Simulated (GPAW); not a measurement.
# How GaAs absorbs and reflects light

Aim: the dielectric function of GaAs, and the optical constants that follow from it.

Main program and level: GPAW 26.7.0; DFT, PBE, plane-wave PAW (GPAW data sets), scalar-relativistic, RPA, optical limit.

### Step 1. Starting point

The structure is cubic, space group F-43m (No. 216). The conventional cell has a = 5.654 Å, b = 5.654 Å, c = 5.654 Å, α = 90.00°, β = 90.00°, γ = 90.00°. Nearest to As lie 4 Ga at 2.45 Å. Nearest to Ga lie 4 As at 2.45 Å. Farther neighbours are not listed.

As a file:

```
As Ga
1.0
     0.00000    2.82685    2.82685
     2.82685    0.00000    2.82685
     2.82685    2.82685    0.00000
As Ga
1 1
Direct
  0.75000 0.75000 0.75000
  0.00000 0.00000 0.00000
```

### Step 2. Bands for the response

The response needs many more empty bands than the density does.

This step: DFT, PBE, plane-wave PAW (GPAW data sets), scalar-relativistic, bands at fixed density (GPAW 26.7.0).

nscf.py reads:

```python
from ase.dft.bandgap import bandgap
from gpaw import GPAW, FermiDirac

calc = GPAW('gs.gpw').fixed_density(kpts={'size': (13, 13, 13), 'gamma': True}, nbands=37, convergence={'bands': 31},
                                    occupations=FermiDirac(0.001), txt='nscf.txt')
print('gap (eV)', bandgap(calc, output=None)[0])
print('direct gap (eV)', bandgap(calc, direct=True, output=None)[0])
print('top band over the Fermi level (eV)', min(calc.get_eigenvalues(kpt=k)[30] for k in range(len(calc.get_ibz_k_points()))) - calc.get_fermi_level())
calc.write('full.gpw', mode='all')
```

On the command line:

```sh
OMP_NUM_THREADS=1 python nscf.py
```

Numbers of over 12 decimals in the logs are rounded to 6 here.

The program printed:

```text
Diagonalizing LCAO Hamiltonian
Converting LCAO to pw mode
convergence criteria:
- Maximum integral of absolute [eigenst]ate change: 4e-08 eV^2 / valence electron
maximum number of iterations: 150

SCF iterations
|iter     |      energy | eigst |  dens |
|iter:   1||             | +3.77 |       |
|iter:   2||             | +2.10 |       |
|iter:   3||             | +0.38 |       |
|iter:   4||             | -0.76 |       |
|iter:   5||             | -2.13 |       |
|iter:   6||             | -3.31 |       |
|iter:   7||             | -4.53 |       |
|iter:   8||             | -5.56 |       |
|iter:   9||             | -6.34 |       |
|iter:  10||             | -7.01 |       |
|iter:  11||             | -7.48c|       |
SCF steps: 11
  __  _  _
 | _ |_)|_||  |
 |__||  | ||/\| - 26.7.0

Versions:
  Python: 3.12.14
  ASE:    3.29.0
  Numpy:  2.5.5
  Scipy:  1.18.1
  Libxc:  7.0.0

Input parameters:
  mode=PW(ecut=550.0),
  convergence={'bands': 31},
  gpts=array([24, 24, 24]),
  kpts=MonkhorstPack(size=(13, 13, 13), gamma=True),
  maxiter=150,
  nbands=37,
  occupations=Occupations(name='fermi-dirac', width=0.001, fixmagmom=False),
  parallel={},
  xc=XC(name='PBE')

--- standard output ---
gap (eV) 0.585887
direct gap (eV) 0.585887
top band over the Fermi level (eV) 31.361639
```

It took 76 s on 1 thread of Arm Neoverse V2, shared host; peak memory 0.23 GiB.

Read-outs, printed or worked out from the files:

| Item | Value |
| --- | --- |
| gap on the k-mesh | 0.5859 eV |
| direct gap on the mesh | 0.5859 eV |

### Step 3. Dielectric function, RPA

Local fields let the induced charge screen the field inside the cell, which as a rule lowers ε, most along directions where the density is uneven.

This step: DFT, PBE, plane-wave PAW (GPAW data sets), scalar-relativistic, RPA, optical limit (GPAW 26.7.0).

df.py reads:

```python
from gpaw.response.df import DielectricFunction

df = DielectricFunction('full.gpw', frequencies={'type': 'nonlinear', 'domega0': 0.03, 'omega2': 8},
                        ecut=70,
                        eta=0.12,
                        nbands=31,
                        txt='df.txt')
for direction in ['x']:
    df.get_dielectric_function(xc='RPA', direction=direction, filename=f'df_{direction}.csv')
```

On the command line:

```sh
OMP_NUM_THREADS=1 python df.py
```

The program printed:

```text
Using integrator: PointIntegrator
NonLinearFrequencyDescriptor(from 0.000 to 47.973 eV, 460 points)
Nonperiodic BCs:  [False False False]
Using integrator: PointIntegrator
NonLinearFrequencyDescriptor(from 0.000 to 47.973 eV, 460 points)
Nonperiodic BCs:  [False False False]

Calculating chi0 body with:
    Ground state adapter containing:
    Number of spins: 1
    Number of kpoints: 2197
    Number of irreducible kpoints: 84
    Number of completely occupied states: 4
    Number of partially occupied states: 4

    Linear response parametrization:
    q_c: [0.0, 0.0, 0.0]
    Number of frequency points: 460
    Planewave cutoff: 70.0
    Number of bands: 31
    Number of planewaves: 59
    Broadening (eta): 0.12

Integrating chi0 body.

Symmetries of q_c:
    Direct symmetries (Uq -> q): 24
    Indirect symmetries (TUq -> q): 24
In total 48 allowed symmetries.

84 groups of equivalent kpoints. 96.176604% reduction.

Integral kind: spectral function

Calculating chi0 optical extensions with:
    Ground state adapter containing:
    Number of spins: 1
    Number of kpoints: 2197
    Number of irreducible kpoints: 84
    Number of completely occupied states: 4
    Number of partially occupied states: 4

    Linear response parametrization:
    Number of frequency points: 460
    Planewave cutoff: 70.0
    Number of bands: 31
    Number of planewaves: 59
    Broadening (eta): 0.12
Integrating chi0 head and wings.

Symmetries of q_c:
    Direct symmetries (Uq -> q): 24
    Indirect symmetries (TUq -> q): 24
In total 48 allowed symmetries.

84 groups of equivalent kpoints. 96.176604% reduction.

Integral kind: spectral function wings
```

Elapsed: 8 s, on 1 thread; peak memory 0.27 GiB.

Numbers from this step:

```
electronic dielectric constant ε∞, mean over x, y and z (by symmetry where fewer were run) : 14.26
```

Some rows of df_x.csv (energy; Re and Im without local fields; Re and Im with them):

```text
0.000000, 15.639730, 0.000000, 14.256130, 0.000000
0.429336, 17.101154, 2.255647, 15.682170, 2.219972
0.878195, 13.060414, 1.261042, 11.572670, 1.215830
1.347938, 17.017602, 3.125726, 15.274046, 2.924405
1.840057, 19.575585, 4.608849, 17.367586, 4.116628
2.356191, 12.952897, 10.222354, 11.166651, 9.285009
2.898142, 12.106411, 11.794910, 10.327814, 10.318736
3.467895, 12.930585, 12.807375, 10.554248, 10.705794
4.067647, 8.046338, 22.114662, 8.103085, 17.139616
4.699832, -3.943376, 18.217077, -1.316676, 16.451076
5.367152, -5.713854, 8.239462, -5.137263, 7.803295
6.072622, -3.201855, 7.363708, -2.183815, 6.052870
6.819608, -5.528637, 3.839246, -4.909074, 4.231556
7.611886, -3.528496, 2.907824, -2.999373, 2.923972
8.453705, -2.652511, 2.410810, -2.093454, 2.336449
9.349861, -2.193981, 1.573630, -1.773628, 1.672432
10.305790, -1.694311, 1.103115, -1.431929, 1.247001
11.327680, -1.261136, 0.783282, -1.063250, 0.928232
12.422601, -0.829459, 0.503526, -0.733838, 0.565089
13.598673, -0.491531, 0.431719, -0.346915, 0.437979
```

The Im ε, E ∥ x has structure finer than the step of the table below, so its rows give means over 0.5 eV, whole bins alone (the curve runs from 0 to 14.0 eV). Peaks (eV: height): 0.59: 5.87, 2.17: 12.5, 4.24: 19.8, 6.39: 8.33.

Sum at mesh points, not converged in k; values under the direct gap are tails of Lorentzian lines. The Im ε, E ∥ x by photon energy; means over each step:

photon energy (eV), Im ε, E ∥ x and a bar:
```
      0.5        3.1 #####
      1.0        1.3 #
      1.5        3.2 #####
      2.0        8.1 ##############
      2.5        9.8 #################
      3.0       10.1 #################
      3.5       11.1 ###################
      4.0       16.0 ############################
      4.5       17.1 ##############################
      5.0       12.9 ######################
      5.5        7.8 #############
      6.0        6.6 ###########
      6.5        6.9 ############
      7.0        3.5 ######
      7.5        3.1 #####
      8.0        2.5 ####
      8.5        2.2 ###
      9.0        2.1 ###
      9.5        1.6 ##
     10.0        1.5 ##
     10.5        1.2 #
     11.0        1.1 #
     11.5        0.9 #
     12.0        0.7 
     12.5        0.6 
     13.0        0.5 
     13.5        0.5
```

The reflectivity at normal incidence, E ∥ x has structure finer than the step of the table below, so its rows give means over 0.25 eV, whole bins alone (the curve runs from 0 to 14.0 eV). Peaks (eV: height): 4.981: 59.8, 5.867: 53.3, 6.875: 62.0, 9.153: 51.8, 10.235: 50.2, 11.787: 53.0, 12.423: 51.3.

Sum at mesh points, not converged in k. Table of reflectivity at normal incidence, E ∥ x by photon energy; means over each step:

| photon energy (eV) | reflectivity at normal incidence, E ∥ x (%) |
| --- | --- |
| 0.25 | 34.5 |
| 0.50 | 35.6 |
| 0.75 | 29.6 |
| 1.00 | 31.3 |
| 1.25 | 34.3 |
| 1.50 | 34.3 |
| 1.75 | 36.3 |
| 2.00 | 40.8 |
| 2.25 | 39.2 |
| 2.50 | 37.3 |
| 2.75 | 37.7 |
| 3.00 | 37.7 |
| 3.25 | 35.7 |
| 3.50 | 38.8 |
| 3.75 | 41.0 |
| 4.00 | 44.7 |
| 4.25 | 49.6 |
| 4.50 | 49.4 |
| 4.75 | 53.5 |
| 5.00 | 58.6 |
| 5.25 | 55.7 |
| 5.50 | 49.8 |
| 5.75 | 50.3 |
| 6.00 | 47.4 |
| 6.25 | 44.5 |
| 6.50 | 55.0 |
| 6.75 | 61.1 |
| 7.00 | 59.9 |
| 7.25 | 54.0 |
| 7.50 | 52.9 |
| 7.75 | 53.6 |
| 8.00 | 49.8 |
| 8.25 | 48.5 |
| 8.50 | 48.5 |
| 8.75 | 46.2 |
| 9.00 | 47.3 |
| 9.25 | 50.9 |
| 9.50 | 49.3 |
| 9.75 | 45.3 |
| 10.00 | 45.7 |
| 10.25 | 49.5 |
| 10.50 | 47.8 |
| 10.75 | 48.4 |
| 11.00 | 46.8 |
| 11.25 | 47.6 |
| 11.50 | 46.0 |
| 11.75 | 50.6 |
| 12.00 | 49.0 |
| 12.25 | 49.4 |
| 12.50 | 50.1 |
| 12.75 | 45.4 |
| 13.00 | 44.0 |
| 13.25 | 43.1 |
| 13.50 | 43.1 |
| 13.75 | 38.3 |

Sum at mesh points, not converged in k; values under the direct gap are tails of Lorentzian lines. The loss function −Im 1/ε at q → 0, E ∥ x by energy loss; read off at these points:

energy loss (eV), loss function −Im 1/ε at q → 0, E ∥ x and a bar:
```
      0.0       0.00 
      0.5       0.02 
      1.0       0.01 
      1.5       0.02 #
      2.0       0.02 #
      2.5       0.04 #
      3.0       0.05 #
      3.5       0.05 #
      4.0       0.05 #
      4.5       0.06 #
      5.0       0.06 #
      5.5       0.12 ###
      6.0       0.14 ###
      6.5       0.09 ##
      7.0       0.12 ###
      7.5       0.17 ####
      8.0       0.22 #####
      8.5       0.24 ######
      9.0       0.25 ######
      9.5       0.30 #######
     10.0       0.34 ########
     10.5       0.38 #########
     11.0       0.45 ###########
     11.5       0.54 #############
     12.0       0.60 ##############
     12.5       0.71 #################
     13.0       0.96 #######################
     13.5       1.27 ##############################
```

The Im ε, E ∥ x has structure finer than the step of the table below, so its rows give means over 0.5 eV, whole bins alone (the curve runs from 0 to 14.0 eV). Peaks (eV: height): without local fields 0.59: 5.93, 2.17: 13.7, 4.20: 24.4; with local fields 0.59: 5.87, 2.17: 12.5, 4.24: 19.8, 6.39: 8.33.

Sum at mesh points, not converged in k; values under the direct gap are tails of Lorentzian lines. Table of Im ε, E ∥ x by photon energy; means over each step:

```csv
photon energy (eV),without local fields,with local fields
0.5,3.15,3.11
1.0,1.34,1.27
1.5,3.42,3.19
2.0,9.02,8.15
2.5,10.9,9.80
3.0,11.5,10.1
3.5,13.4,11.1
4.0,20.6,16.0
4.5,19.9,17.1
5.0,13.3,12.9
5.5,8.78,7.78
6.0,7.65,6.60
6.5,6.76,6.95
7.0,3.41,3.55
7.5,3.14,3.06
8.0,2.63,2.48
8.5,2.34,2.25
9.0,2.02,2.08
9.5,1.52,1.58
10.0,1.40,1.53
10.5,1.10,1.21
11.0,0.924,1.05
11.5,0.773,0.920
12.0,0.603,0.710
12.5,0.516,0.567
13.0,0.503,0.538
13.5,0.440,0.460
```

From ε follow the optical constants at some laser and lamp lines:

```csv
wavelength (nm),n,k,R (%),1/α
1064,3.71,0.164,33.2,516 nm
800,3.64,0.480,33.1,133 nm
633,4.33,0.883,40.7,57 nm
532,3.57,1.322,36.9,32 nm
450,3.52,1.469,37.7,24 nm
405,3.31,1.623,37.6,20 nm
248,1.89,3.208,59.5,6.2 nm
```

Below the direct gap, k and the depth come from the tails of the Lorentzian lines, not from transitions.

Rows near the edge hang on the gap, which this functional as a rule makes too small, and phonon-assisted absorption is left out.

### Step 4. Summary of results

| Property | Result |
| --- | --- |
| electronic dielectric constant ε∞, mean over x, y and z (by symmetry where fewer were run) (RPA) | 14.3 |

At this level (PBE, RPA) GaAs has ε∞ = 14.3 and n = 3.32 at 1550 nm. On the mesh the gap is 0.59 eV and the least direct gap 0.59 eV. Local fields change the static value along x from 15.64 to 14.26 (-9 %). Excitons and phonon-assisted transitions are missing; PBE gaps are as a rule too small, which pulls the onset down and ε∞ up. The sum runs over mesh points 0.15 Å⁻¹ apart with no interpolation, so peaks are partly noise of the mesh; over so small a direct gap single mesh points weigh heavily, so ε∞, n and their changes from run to run can be far off.

[Machine, clock and banner lines and Python warnings are left out of the logs.]

[Logs are printed without paths, hosts, clocks, repeated set-up lines and the standing remarks that a program may print on its own settings, such as how far it seeks lower states.]

[Hosts, paths, dates, database ids (printed as entryN), source tags and the programs' standing remarks are cut or masked in the printed files.]
